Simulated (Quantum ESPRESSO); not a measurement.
# CsCaH3 (Pm-3m): zone-centre phonons, part 3 of 3

Aim: the zone-centre modes of CsCaH3 (Pm-3m).

Quantum ESPRESSO 7.5; DFT LDA, scalar-relativistic, plane waves, PseudoDojo norm-conserving pseudopotentials.

So far. Step 5 (Zone-centre response): The acoustic modes at Γ come out as far as 1.1 cm⁻¹ from zero, where they should vanish, a small numerical error; the Born charges miss their sum rule by 0.020 e, which is good. The relaxed cell has a = 4.467 Å (conventional setting).

## Step 6: Modes with the sum rule (continued)

Unit eigenvectors of the mass-weighted matrix after the sum rule; no LO-TO term. Modes at Γ, with each element's share of the kinetic energy:

| mode | frequency (cm⁻¹) | symmetry | Cs % | Ca % | H % |
| --- | --- | --- | --- | --- | --- |
| 1 | 0.0 | acoustic | 76 | 23 | 2 |
| 2 | 0.0 | acoustic | 76 | 23 | 2 |
| 3 | 0.0 | acoustic | 76 | 23 | 2 |
| 4 | 117.3 | T1u | 24 | 73 | 2 |
| 5 | 117.3 | T1u | 24 | 73 | 2 |
| 6 | 117.3 | T1u | 24 | 73 | 2 |
| 7 | 432.3 | T2u | 0 | 0 | 100 |
| 8 | 432.3 | T2u | 0 | 0 | 100 |
| 9 | 432.3 | T2u | 0 | 0 | 100 |
| 10 | 460.8 | T1u | 0 | 2 | 98 |
| 11 | 460.8 | T1u | 0 | 2 | 98 |
| 12 | 460.8 | T1u | 0 | 2 | 98 |
| 13 | 1110.3 | T1u | 0 | 2 | 98 |
| 14 | 1110.3 | T1u | 0 | 2 | 98 |
| 15 | 1110.3 | T1u | 0 | 2 | 98 |

Displacements in mode 5 (117.3 cm⁻¹), the largest set to 1:
```
Cs1  0.00  0.00 -0.32
Ca2  0.01  0.00  1.00
H3   0.01  0.00  0.53
H4   0.01  0.00  0.53
H5   0.01  0.00  0.87
```

Displacements in mode 9 (432.3 cm⁻¹), the largest set to 1:
```
Cs1  0.00  0.00  0.00
Ca2  0.00  0.00  0.00
H3   1.00  0.00 -0.36
H4   0.00 -0.36  0.36
H5  -1.00  0.36  0.00
```

Degenerate modes summed, no LO-TO term. Infrared lines, with heights relative to the strongest:

| position (cm⁻¹) | lines merged | label | IR intensity, relative |
| --- | --- | --- | --- |
| 117 | 3 | T1u | 0.1 |
| 432 | 3 | T2u | 0.0 |
| 461 | 3 | T1u | 100 |
| 1110 | 3 | T1u | 50 |

Static dielectric tensor (ions relaxed, fixed cell):

```
9.94 0.00 0.00
0.00 9.94 0.00
0.00 0.00 9.94
```

The rule moves no optical mode by more than 0.1 cm⁻¹.

## Step 7: Sum rules set otherwise: a sum rule for molecules or wires on a crystal

This rule also removes rotations, which suits molecules and not a crystal; it is tried to see the harm.

Input file dynmat.in:

```
&INPUT
  fildyn = 'g.dyn'
  asr    = 'zero-dim'
  fileig = 'dynmat.eig'
  lperm  = .true.
/
```

Run with:

```console
$ dynmat.x -in dynmat.in > dynmat.out
```

The program printed:

```text
[banner, memory and clock lines left out]
Program DYNMAT v.7.5

     Reading Dynamical Matrix from file g.dyn
     ...Force constants read
     ...epsilon and Z* read
     Acoustic Sum Rule: || Z*(ASR) - Z*(orig)|| =    1.987477E-01
     Acoustic Sum Rule: ||dyn(ASR) - dyn(orig)||=    7.243806E-02
     A direction for q was not specified:TO-LO splitting will be absent

     Polarizability (A^3 units)
     multiply by 0.509508 for Clausius-Mossotti correction
        20.486375    0.000000    0.000000
         0.000000   20.486375    0.000000
         0.000000    0.000000   20.486375

     IR activities are in (D/A)^2/amu units

# mode   [cm-1]    [THz]      IR
    1     -0.00   -0.0000    0.0000
    2     -0.00   -0.0000    0.0000
    3     -0.00   -0.0000    0.0000
    4     -0.00   -0.0000    0.0000
    5     -0.00   -0.0000    0.0000
    6      0.00    0.0000    0.0000
    7    117.30    3.5167    0.0655
    8    458.31   13.7398   45.6921
    9    458.31   13.7398   45.6921
   10    460.79   13.8141   48.5602
   11    473.54   14.1964    3.9187
   12    473.54   14.1964    3.9187
   13   1100.67   32.9972   21.7024
   14   1100.67   32.9972   21.7024
   15   1110.35   33.2876   24.0979

Electronic dielectric permittivity tensor (relative, adimensional)
         3.888030    0.000000    0.000000
         0.000000    3.888030    0.000000
         0.000000    0.000000    3.888030

 ... with zone-center polar mode contributions
         9.940292    0.000734    0.000734
         0.000734    9.940292    0.000734
         0.000734    0.000734    9.940292

[end of the log left out, with the tail of the file of modes that dynmat.x writes under the same name]
```

Wall time 0.67 s (1 thread of Intel Xeon at 2.70GHz, shared host).

The run ended normally, but on settings that are not sound.

The fault: a sum rule for molecules or wires on a crystal; 3 optical modes are projected out to zero frequency, as if they were rotations.

For a crystal the rule has to be 'simple' or 'crystal'.

Zone-centre frequencies as printed; negative means imaginary. Modes:

| mode | frequency (cm⁻¹) |
| --- | --- |
| 1 | 0 |
| 2 | 0 |
| 3 | 0 |
| 4 | 0 |
| 5 | 0 |
| 6 | 0 |
| 7 | 117.3 |
| 8 | 458.3 |
| 9 | 458.3 |
| 10 | 460.8 |
| 11 | 473.5 |
| 12 | 473.5 |
| 13 | 1101 |
| 14 | 1101 |
| 15 | 1110 |

## Step 8: The LO-TO splitting (1 0 0)

A longitudinal polar mode sets up a macroscopic field that stiffens it; the term hangs on the direction from which q goes to zero.

Input file dynmat.in:

```
&INPUT
  fildyn = 'g.dyn'
  asr    = 'simple'
  fileig = 'dynmat.eig'
  q(1)   = 1.0
  q(2)   = 0.0
  q(3)   = 0.0
/
```

Run with:

```console
$ dynmat.x -in dynmat.in > dynmat.out
```

The program printed:

```text
[banner, memory and clock lines left out]
Program DYNMAT v.7.5

     Reading Dynamical Matrix from file g.dyn
     ...Force constants read
     ...epsilon and Z* read

     Polarizability (A^3 units)
     multiply by 0.509508 for Clausius-Mossotti correction
        20.486375    0.000000    0.000000
         0.000000   20.486375    0.000000
         0.000000    0.000000   20.486375

     IR activities are in (D/A)^2/amu units

# mode   [cm-1]    [THz]      IR
    1     -0.00   -0.0000    0.0000
    2     -0.00   -0.0000    0.0000
    3      0.00    0.0000    0.0000
    4    117.32    3.5171    0.0655
    5    117.32    3.5171    0.0655
    6    117.97    3.5366    0.0095
    7    432.27   12.9592    0.0000
    8    432.27   12.9592    0.0000
    9    432.27   12.9592    0.0000
   10    460.80   13.8146   48.5555
   11    460.80   13.8146   48.5555
   12    680.48   20.4004   32.4616
   13   1110.31   33.2863   24.1025
   14   1110.31   33.2863   24.1025
   15   1195.60   35.8431   40.2525

[end of the log left out, with the tail of the file of modes that dynmat.x writes under the same name]
```

The job ended after 0.84 s (1 thread).

Read from the output:

* highest mode moved by the LO-TO term: 1196 cm⁻¹

Zone-centre frequencies as printed; negative means imaginary. Modes:

| mode | frequency (cm⁻¹) |
| --- | --- |
| 1 | 0 |
| 2 | 0 |
| 3 | 0 |
| 4 | 117.3 |
| 5 | 117.3 |
| 6 | 118 |
| 7 | 432.3 |
| 8 | 432.3 |
| 9 | 432.3 |
| 10 | 460.8 |
| 11 | 460.8 |
| 12 | 680.5 |
| 13 | 1110 |
| 14 | 1110 |
| 15 | 1196 |

The field moves 3 modes; the highest of them now lies at 1196 cm⁻¹, where the highest that moved away lay at 1110.

## Step 9: Outcome

* space group after relaxation: Pm-3m
* volume per atom: 17.8 Å³
* gap on the k-mesh: 2.67 eV
* highest optical zone-centre mode (no LO-TO term): 1110 cm⁻¹
* lowest optical zone-centre mode: 117.3 cm⁻¹
* highest mode moved by the LO-TO term: 1196 cm⁻¹
* mean high-frequency dielectric constant: 3.89
* largest Born charge in size (third of the trace): 1.93 e
* mean static dielectric constant: 9.94
* imaginary optical modes at the zone centre (no q mesh in this session): none

In words: At the LDA level the optical modes of CsCaH3 (Pm-3m) at the zone centre (no LO-TO term) run from 117 to 1110 cm⁻¹. Along the directions run, the highest mode that the macroscopic field moves lies at 1196 cm⁻¹. Lattice motion raises the mean dielectric constant from 3.888 to 9.941. Of the 12 optical modes, 9 are infrared active alone and 3 are silent. These are harmonic frequencies at zero temperature: anharmonic shifts and linewidths and thermal expansion are left out. Spin-orbit coupling is left out, which can matter for the heavy elements here. The structure comes from a database and need not be the phase that is stable at ambient conditions.

[Host names and launcher messages were left out of these logs when they were recorded.]

[Logs are printed without paths, hosts, clocks, repeated set-up lines and the standing remarks that a program may print on its own settings, such as how far it seeks lower states.]

[Hosts, paths, dates, database ids (printed as entryN), source tags and the programs' standing remarks are cut or masked in the printed files.]
